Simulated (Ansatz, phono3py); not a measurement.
# KCl (Sylvite, Fm-3m): lattice thermal conductivity

Wanted: κ(T), lifetimes and mean free paths for KCl (Sylvite).

Experimental results on record:
- thermal conductivity 7.1 W/m/K near room temperature (given in “Combining the AFLOW GIBBS and Elastic Libraries to efficiently and robustly screen thermo-mechanical properties of solids”, 2017, arXiv:1611.05714)
- thermal conductivity 7.1 W/m/K near room temperature (given in “Predicting the lattice thermal conductivity of solids by solving the Boltzmann transport equation: AFLOW - AAPL an automated, accurate and efficient framework”, 2017, arXiv:1611.05481)

Main program and level: Ansatz 0.2.0; DFT LDA, scalar-relativistic, plane waves, PAW; PAW set soft_1.

## (1) Set-up

Symmetry: Fm-3m, No. 225, cubic system. The conventional cell has a = 6.293 Å, b = 6.293 Å, c = 6.293 Å, α = 90.00°, β = 90.00°, γ = 90.00°. Nearest to K lie 6 Cl at 3.15 Å. Nearest to Cl lie 6 K at 3.15 Å. Farther neighbours and most contacts between anions are not listed.

## (2) A first coarse run

Before spending time, one coarse run tells the gap and the pressure of the starting cell.

Input file input.yaml:

```yaml
crystal:
  lattice:
    - [0.0, 3.14647, 3.14647]
    - [3.14647, 0.0, 3.14647]
    - [3.14647, 3.14647, 0.0]
  atoms:
    - { symbol: K, position: [0.0, 0.0, 0.0] }
    - { symbol: Cl, position: [0.5, 0.5, 0.5] }
kpoints:
  mp_grid: { grid: [6, 6, 6] }
hamiltonian:
  xc: lda
  pseudopotentials: { kind: paw, azcp: { folder: soft_1 }, xc_functional: pbe }
scf:
  occupations: { method: gaussian, width: 0.1 }
  lower_state_search: "off"
output:
  forces: true
  stress: true
  eigenvalues: true
```

Command:

```
ansatz run input.yaml --threads 8 --pin off --max-ram 19456MiB --backend cpu --events-out ev --progress --plain --runs-dir out
```

Numbers of over 12 decimals in the logs are rounded to 6 here.

What it wrote:

```text
Engine: ansatz 0.2.0, x86_64-unknown-linux-gnu
Pseudopotentials: kind: paw
Pseudopotential: K, paw, valence charge 9, recommended cutoff 420 eV (normal), soft_1/K.paw.azcp
Pseudopotential: Cl, paw, valence charge 7, recommended cutoff 420 eV (normal), soft_1/Cl.paw.azcp
Functional definition: SPW92
  exchange = slater_x
  correlation = pw_c
Crystal: 2 atoms, lattice volume = 62.302 Å³
Basis set: ecut = 420 eV, 1243 PW (Γ)
Bands: 12, of which v1, the nominal top of the filled ones, is band 8 counted from 1 (7 counted from 0)
Symmetry: 48 space group operations
Space group: Fm-3m (ITA 225), of the structure as read, at distance tolerance 4.0e-5 Å
k-points: 16 of 216
Non-local potential: K, projectors of the file, l = 0: 3, l = 1: 2, l = 2: 2
Non-local potential: Cl, projectors of the file, l = 0: 2, l = 1: 2, l = 2: 1
PAW form: soft (Blöchl's): semilocal exchange-correlation on the pseudo side does not see the compensation charge
PAW frozen core: K, regenerated for the run's functional, and the local potential with it (the file was generated under x = pbe(κ = 0.804, μ = 0.219515), c = pbe(β = 0.066725))
PAW frozen core: Cl, regenerated for the run's functional, and the local potential with it (the file was generated under x = pbe(κ = 0.804, μ = 0.219515), c = pbe(β = 0.066725))
PAW one-centre angular grid: K, 110 points (default); XC on 64 Gauss nodes
PAW one-centre angular grid: Cl, 110 points (default); XC on 64 Gauss nodes
Initial density: superposition of atomic densities (chi_scale 0.1, normalization cell, long waves kept (reshape's long-wave potential 0.00 eV rms))
Initial wavefunctions: pseudopotential atomic-orbital guess
Functional: x = slater, c = lda
SCF iter   1: F=—  HF=-2545.164580 eV  |F-HF|=—  |Δ(HF+E_count)|=         —  Δρ=4.65e-2  dr2=2.20e0  ethr=3.10e-3  ⟨swp⟩=6.4  Hψ=1267  notcnv=0
preconditioner: auto → none  [insulator: Δε(μ)=3.520 eV  Ē_g=14.812 eV  σ=0.100 eV  W_gap=1.00  n_scr=14 (ndim 8)  ℏωp=17.6 eV  f_vac=0.000  D(μ)=0.00/eV (n_scr^D=0)  ε∞_Penn≈2.4]
SCF iter   2: F=—  HF=-2544.298847 eV  |F-HF|=—  |Δ(HF+E_count)|=   8.66e-1  Δρ=1.29e-2  dr2=1.54e-1  ethr=3.10e-3  ⟨swp⟩=4.1  Hψ=597  notcnv=0
SCF iter   3: F=—  HF=-2544.251971 eV  |F-HF|=—  |Δ(HF+E_count)|=   4.69e-2  Δρ=4.09e-3  dr2=1.28e-2  ethr=9.62e-4  ⟨swp⟩=2.2  Hψ=313  notcnv=0
SCF iter   4: F=—  HF=-2544.250812 eV  |F-HF|=—  |Δ(HF+E_count)|=   1.16e-3  Δρ=1.16e-3  dr2=8.11e-4  ethr=8.01e-5  ⟨swp⟩=2.0  Hψ=291  notcnv=0
SCF iter   5: F=—  HF=-2544.251022 eV  |F-HF|=—  |Δ(HF+E_count)|=   2.10e-4  Δρ=8.48e-5  dr2=6.01e-6  ethr=5.07e-6  ⟨swp⟩=2.1  Hψ=316  notcnv=0
SCF iter   6: F=—  HF=-2544.251021 eV  |F-HF|=—  |Δ(HF+E_count)|=   8.71e-7  Δρ=1.90e-5  dr2=1.98e-7  ethr=3.76e-8  ⟨swp⟩=2.0  Hψ=253  notcnv=0
SCF iter   7: F=-2544.251021 eV  HF=-2544.251021 eV  |F-HF|=1.10e-9  |Δ(HF+E_count)|=   6.63e-8  Δρ=2.79e-6  dr2=2.14e-9  ethr=6.25e-10  ⟨swp⟩=7.5  Hψ=1180  notcnv=0
SCF 1 converged in 7 iterations: F = -2544.251021 eV  dr2 = 2.14e-9
  greatest PAW one-centre occupation: 0.985 electrons in one spin orbital (limit 2), on the K atom at site 0 (counted from 0), in its partial waves of l = 0
SCF converged after 7 iterations
Free energy (F): -2544.251021 eV
Harris-Foulkes:  -2544.251021 eV  (|F-HF|=1.10e-9)
Internal energy: -2544.251021 eV  (E = F + TS)
E sigma→0 (E₀):  -2544.251021 eV
Fermi energy:    2.953140 eV
--- Per-component energies (eV) ---
  E_band       = -134.663773
  E_kinetic    = 407.038212
  E_local      = -831.980399  (includes V_loc(G=0)·N_el)
  E_nonlocal   = 48.271852
  E_hartree    = 278.739379
  E_xc         = -239.669229
  E_vxc        = -280.306987  (∫ρ·V_xc dr)
  E_paw        = -1368.078293  (= ΣΔE_a)
  E_vpaw       = -35.165845  (= ΣTr[D̂ρ^β])
  E_aug_tail   = 0.000111  (compensation charges beyond the density's cutoff)
  E_ewald      = -839.020646
  E_core_change = 0.447992  (= ΣΔE_core)
  E_smearing   = -0.000000  (= −TS)
  E_closure    = 0.000000  (closes the sum)
  Σ components = -2544.251021   (vs F -2544.251021, Δ=0.00e0)
--- Forces (eV/Å), atoms counted from 1 ---
  atom   1  K     -0.00000000     0.00000000     0.00000000
  atom   2  Cl     0.00000000    -0.00000000     0.00000000
  max |Σ_I F_I| component: 5.32e-30 eV/Å
--- Stress (GPa, compression-positive) ---
       -1.958079      -0.000000      -0.000000
        0.000000      -1.958079      -0.000000
        0.000000       0.000000      -1.958079
  P = ⅓ Tr σ = -1.9581 GPa (-19.581 kbar)
--- Band table (eV; the first three rows and the last of 16) ---
  k-point 0: bands = [... 4 lower, -9.9584, 0.5797, 0.5797, 0.5797, 5.3243, 8.6564, 8.6564, 8.6564]
  k-point 1: bands = [... 4 lower, -9.8926, 0.2363, 0.4883, 0.4883, 5.9806, 8.4597, 9.0033, 9.0033]
  k-point 2: bands = [... 4 lower, -9.7708, -0.3153, 0.3160, 0.3160, 7.2197, 8.5035, 9.9442, 9.9442]
  k-point 15: bands = [... 4 lower, -9.9041, -0.0277, 0.1297, 0.1990, 7.4801, 9.1411, 9.2857, 10.4616]
```

It took 0.59 s on 8 threads of Intel Xeon at 2.70GHz, shared host; peak memory 0.32 GiB; 1.8 s of CPU time.

The column dr2 measures how far the density is from self-consistency, as an energy; F and HF (Harris–Foulkes) agree once it is small.

Numbers from this step:

* pressure: -1.958 GPa
* gap on the k-mesh: 4.745 eV
* volume per atom: 31.15 Å³/atom

The start is under -2.0 GPa at this level and looks like an insulator or semiconductor on this mesh.

## (3) Finding the static equilibrium

The vibrations must be taken about the equilibrium of this functional, not about the starting cell, so the structure is relaxed.

input.yaml, the sections that differ from step 2:

```yaml
scf:
  occupations: { method: gaussian, width: 0.02 }
  lower_state_search: "off"
output:
  forces: true
  stress: true
  eigenvalues: true
  write_density: true
  write_potential: true
  elf: true
  volumetric_format: npy
relax:
  adjacent_minimum: "off"
  f_tol: 0.005
  max_steps: 80
  cell: { stress_tol: 0.05 }
# crystal, kpoints, hamiltonian: as in step 2
```

What it wrote:

```text
[...]
Crystal: 2 atoms, lattice volume = 62.302 Å³
Basis set: ecut = 420 eV, 1243 PW (Γ)
Bands: 12, of which v1, the nominal top of the filled ones, is band 8 counted from 1 (7 counted from 0)
Symmetry: 48 space group operations
[...]
k-points: 16 of 216
[...]
SCF iter   1: F=—  HF=-2545.164579 eV  |F-HF|=—  |Δ(HF+E_count)|=         —  Δρ=4.65e-2  dr2=2.20e0  ethr=3.10e-3  ⟨swp⟩=7.0  Hψ=1348  notcnv=0
[...]
SCF iter   7: F=-2544.251021 eV  HF=-2544.251021 eV  |F-HF|=9.82e-10  |Δ(HF+E_count)|=   4.29e-8  Δρ=2.99e-6  dr2=2.32e-9  ethr=6.25e-10  ⟨swp⟩=10.7  Hψ=1537  notcnv=0
SCF 1 converged in 7 iterations: F = -2544.251021 eV  dr2 = 2.32e-9
[...]
relax step   1: F+E_penalty+E_count = -2544.25102100 eV  Δ(F+E_penalty+E_count) = +0.000e0 eV  max|allowed force component| = 3.432e-29 eV/Å  Δτ_max = 0.0000 Å  P = -1.958 GPa  Ω = 62.302 Å³  (7 SCF iters, dr2 threshold 1.00e-7 eV, accepted)
Crystal: 2 atoms, lattice volume = 58.818 Å³
Basis set: ecut = 420 eV, 1139 PW (Γ)
[...]
iter 1 solved again at ethr=1.62e-5 eV; its pass at ethr=3.10e-3 eV (dr2=2.59e-3 eV) is discarded
[...]
SCF iter   6: F=-2544.284164 eV  HF=-2544.284164 eV  |F-HF|=4.04e-9  |Δ(HF+E_count)|=   1.79e-8  Δρ=2.99e-6  dr2=7.94e-9  ethr=1.25e-9  ⟨swp⟩=9.6  Hψ=1381  notcnv=0
SCF 2 converged in 6 iterations: F = -2544.284164 eV  dr2 = 7.94e-9
relax step   2: F+E_penalty+E_count = -2544.28416390 eV  Δ(F+E_penalty+E_count) = -3.314e-2 eV  max|allowed force component| = 3.780e-30 eV/Å  Δτ_max = 0.0000 Å  P = -1.021 GPa  Ω = 58.818 Å³  energy of the carried Pulay correction = +1.078e-4 eV  (6 SCF iters, dr2 threshold 2.00e-7 eV, accepted)
Crystal: 2 atoms, lattice volume = 55.442 Å³
Basis set: ecut = 420 eV, 1067 PW (Γ)
[...]
SCF iter   5: F=-2544.292777 eV  HF=-2544.292777 eV  |F-HF|=1.42e-8  |Δ(HF+E_count)|=   1.38e-7  Δρ=9.16e-6  dr2=2.65e-8  ethr=1.25e-9  ⟨swp⟩=10.6  Hψ=1511  notcnv=0
SCF 3 converged in 5 iterations: F = -2544.292777 eV  dr2 = 2.65e-8
relax step   3: F+E_penalty+E_count = -2544.29277741 eV  Δ(F+E_penalty+E_count) = -8.614e-3 eV  max|allowed force component| = 4.750e-30 eV/Å  Δτ_max = 0.0000 Å  P = +0.293 GPa  Ω = 55.442 Å³  energy of the carried Pulay correction = +2.183e-4 eV  (5 SCF iters, dr2 threshold 2.00e-7 eV, accepted)
[...]
relax step   4: F+E_penalty+E_count = -2544.29333779 eV  Δ(F+E_penalty+E_count) = -5.604e-4 eV  max|allowed force component| = 1.835e-30 eV/Å  Δτ_max = 0.0000 Å  P = -0.028 GPa  Ω = 56.161 Å³  energy of the carried Pulay correction = +1.943e-4 eV  (4 SCF iters, dr2 threshold 2.00e-7 eV, accepted)
[...]
SCF iter   1: F=—  HF=-2544.293186 eV  |F-HF|=—  |Δ(HF+E_count)|=         —  Δρ=6.75e-5  dr2=3.48e-7  ethr=1.10e-6  ⟨swp⟩=2.9  Hψ=1895  notcnv=0
eigensolver tolerance schedule: the retry pair's looser diagonalisation over-reported the residual by 502.88 of it (diagonalisation noise at 0.22 of the residual, at the tolerance the schedule requests for it); recorded, not acted on — ethr = c·dr2/N_el stays at c = 1.0e-1
[...]
SCF iter   2: F=—  HF=-2544.293184 eV  |F-HF|=—  |Δ(HF+E_count)|=   1.91e-6  Δρ=3.28e-5  dr2=7.45e-8  ethr=2.18e-9  ⟨swp⟩=2.1  Hψ=310  notcnv=0
[...]
SCF iter   5: F=-2544.293184 eV  HF=-2544.293184 eV  |F-HF|=4.55e-12  |Δ(HF+E_count)|=  8.19e-12  Δρ=1.27e-7  dr2=7.14e-12  ethr=1.00e-12  ⟨swp⟩=6.1  Hψ=824  notcnv=0
SCF 5 converged in 5 iterations: F = -2544.293184 eV  dr2 = 7.14e-12
relax step   5: F+E_penalty+E_count = -2544.29318362 eV  Δ(F+E_penalty+E_count) = +1.542e-4 eV  max|allowed force component| = 2.284e-30 eV/Å  Δτ_max = 0.0000 Å  P = -0.030 GPa  Ω = 56.161 Å³  stress off target by 2.99e-2 GPa  SCF on the basis re-selected at this cell (its energy is not comparable with the rows above)  (5 SCF iters)
basis re-selected at this cell: Δ(F+E_penalty+E_count) = +1.542e-4 eV, ΔP = -0.002 GPa vs the last step (what re-selecting the basis moved, of the pressure what is left beyond the Pulay correction that the steps carried, after the strain that the cell walked since its last selection, with what the two solves' SCF thresholds leave and, on support functions, any second-order correction that the steps lacked; it is no m [...]
SCF converged after 5 iterations
Free energy (F): -2544.293184 eV
[...]
Internal energy: -2544.293184 eV  (E = F + TS)
E sigma→0 (E₀):  -2544.293184 eV
Fermi energy:    3.878693 eV
[...]
--- Stress (GPa, compression-positive) ---
       -0.029924      -0.000000       0.000000
       -0.000000      -0.029924      -0.000000
       -0.000000      -0.000000      -0.029924
  P = ⅓ Tr σ = -0.0299 GPa (-0.299 kbar)
--- Band table (eV; the first three rows and the last of 16) ---
  k-point 0: bands = [... 4 lower, -8.9907, 1.3244, 1.3244, 1.3244, 6.4329, 9.4246, 9.4246, 9.4246]
  k-point 1: bands = [... 4 lower, -8.9049, 0.9184, 1.2056, 1.2056, 7.1507, 9.2523, 9.8095, 9.8095]
  k-point 2: bands = [... 4 lower, -8.7458, 0.2690, 0.9845, 0.9845, 8.3656, 9.4902, 10.8591, 10.8591]
  k-point 15: bands = [... 4 lower, -8.9211, 0.6563, 0.7851, 0.9029, 8.2214, 10.1857, 10.5322, 11.6442]
--- Relaxed structure (4 steps of the walk, 4 accepted, 1 SCFs on fresh bases) ---
  F+E_penalty+E_count = -2544.29318362 eV   max|allowed force component| = 2.284e-30 eV/Å   (the final SCF, on the basis selected at the relaxed cell)
  cell:  # Å, volume = 56.1606 Å³
    - [0, 3.039489, 3.039489]
    - [3.039489, 0, 3.039489]
    - [3.039489, 3.039489, 0]
  atoms:
    - { symbol: K, position: [0, 0, 0] }
    - { symbol: Cl, position: [0.5, 0.5, 0.5] }
```

It took 2.3 s on 8 threads; peak memory 0.36 GiB; 8.3 s of CPU time.

The steps of the relaxation:

```tsv
step	energy less that of the first step (eV)	largest force component (eV/Å)	pressure (GPa)	volume (Å³)
1	0.0000	0.0000	-1.96	62.30
2	-0.0331	0.0000	-1.02	58.82
3	-0.0418	0.0000	0.29	55.44
4	-0.0423	0.0000	-0.03	56.16
5*	-0.0422	0.0000	-0.03	56.16
```

Relaxation steps marked * repeat the geometry before them on a plane-wave basis chosen anew for their cell, so energy and pressure can jump there.

Forces are held to the 48 operations that the run works with; a distortion that breaks them can't arise in this run.

```tsv
conventional cell, symmetrised	before	after	change
a (Å)	6.293	6.079	-3.4 %
b (Å)	6.293	6.079	-3.4 %
c (Å)	6.293	6.079	-3.4 %
volume (Å³/atom)	31.15	28.08	-9.9 %
```

The relaxed structure:

```cif
data_structure
_symmetry_space_group_name_H-M 'P 1'
_symmetry_Int_Tables_number 1
_cell_length_a 4.2985
_cell_length_b 4.2985
_cell_length_c 4.2985
_cell_angle_alpha 60.000
_cell_angle_beta 60.000
_cell_angle_gamma 60.000
_cell_volume 56.16
loop_
_atom_site_label
_atom_site_type_symbol
_atom_site_fract_x
_atom_site_fract_y
_atom_site_fract_z
_atom_site_occupancy
K1 K 0.00000 0.00000 0.00000 1
Cl2 Cl 0.50000 0.50000 0.50000 1
```

This step gave:

- pressure: -0.02992 GPa
- gap on the k-mesh: 5.109 eV
- volume per atom: 28.08 Å³/atom

Valence density in the ac plane of the conventional cell at fractional y = 0.000, with atoms of K and Cl within 0.2 Å of it. It is the smooth field of the valence electrons, not physical close to the nuclei.

Ten even steps from '0' (0.0 e/Å³) to '9' (4.3 e/Å³), each cell a mean:
```
96200023233100148
53000012331000014
10000000110000001
00000000000000000
00000000000000000
10000000100000001
32100003541000013
23200026984000133
13200027995100132
33100015763000023
21000001220000012
00000000000000000
00000000000000000
00000000000000000
21000001221000002
74100013332000036
97200023123100159
```
Columns run along a (6.1 Å), rows up along c (6.1 Å), edges of the conventional cell, whose origin can differ from the input's. Atoms in or near the plane, at fractional coordinates: K at (0.00, 0.00), K at (0.50, 0.50), Cl at (0.50, 0.00), Cl at (0.00, 0.50).

ELF in the ac plane of the conventional cell at fractional y = 0.000, with atoms of K and Cl within 0.2 Å of it. It is the smooth field of the valence electrons, not physical close to the nuclei.

Ten even steps from '_' (0.02) to '@' (0.86), each cell a mean:
```
%%@@%%::..##@@%%++##@@@@==..**@@@@
@@@@**....**@@@@@@@@@@%%--__==%%@@
**++::____==##@@@@@@%%**::__..==**
..________..--======--::________..
====--..________....________::--==
@@@@##==____::++****==..__::**%%@@
@@@@@@**....**@@@@@@%%==__--%%@@@@
++%%@@##..::%%@@%%@@@@**..==@@@@##
--%%@@##..--@@@@##%%@@**..==@@@@++
%%@@@@##..::%%@@@@@@@@++__==@@@@%%
@@@@@@++..__++%%@@%%**::__--##@@@@
####++::______::--::..____..==**##
......______..........________....
--::______::++######**==..____..::
@@%%==__..++@@@@@@@@@@##--__::**%%
@@@@%%::..##@@@@%%%%@@@@==__++@@@@
##@@@@--..##@@%%--++@@@@==..**@@%%
```
Columns run along a (6.1 Å), rows up along c (6.1 Å), edges of the conventional cell, whose origin can differ from the input's. Atoms in or near the plane, at fractional coordinates: K at (0.00, 0.00), K at (0.50, 0.50), Cl at (0.50, 0.00), Cl at (0.00, 0.50).

Electrostatic potential energy in the ac plane of the conventional cell at fractional y = 0.000, with atoms of K and Cl within 0.2 Å of it. With pseudopotentials it is smooth inside the atoms' cores, unlike the true potential.

Ten even steps from '0' (-43 eV) to '9' (8 eV), each cell a mean:
```
01689961013899730
24799985237999863
78999999889999987
99999999999999999
99999999999999999
89999998778999998
35899974336899973
01699861003799831
01599850003799820
13799962014899951
57999986567999986
99999999889999999
99999999999999999
89999999999999998
57899997568999976
13799973115999841
01589951003899720
```
Columns run along a (6.1 Å; values clipped at the 3rd and 97th percentile), rows up along c (6.1 Å), edges of the conventional cell, whose origin can differ from the input's. Atoms in or near the plane, at fractional coordinates: K at (0.00, 0.00), K at (0.50, 0.50), Cl at (0.50, 0.00), Cl at (0.00, 0.50).

The relaxation ends with a pressure of -0.03 GPa.

[end of part 1 of 4]

[Logs are printed without paths, hosts, clocks, repeated set-up lines and the standing remarks that a program may print on its own settings, such as how far it seeks lower states.]

[Hosts, paths, dates, database ids (printed as entryN), source tags and the programs' standing remarks are cut or masked in the printed files.]

[A step with changed settings may run another functional than the one named; its input shows which.]
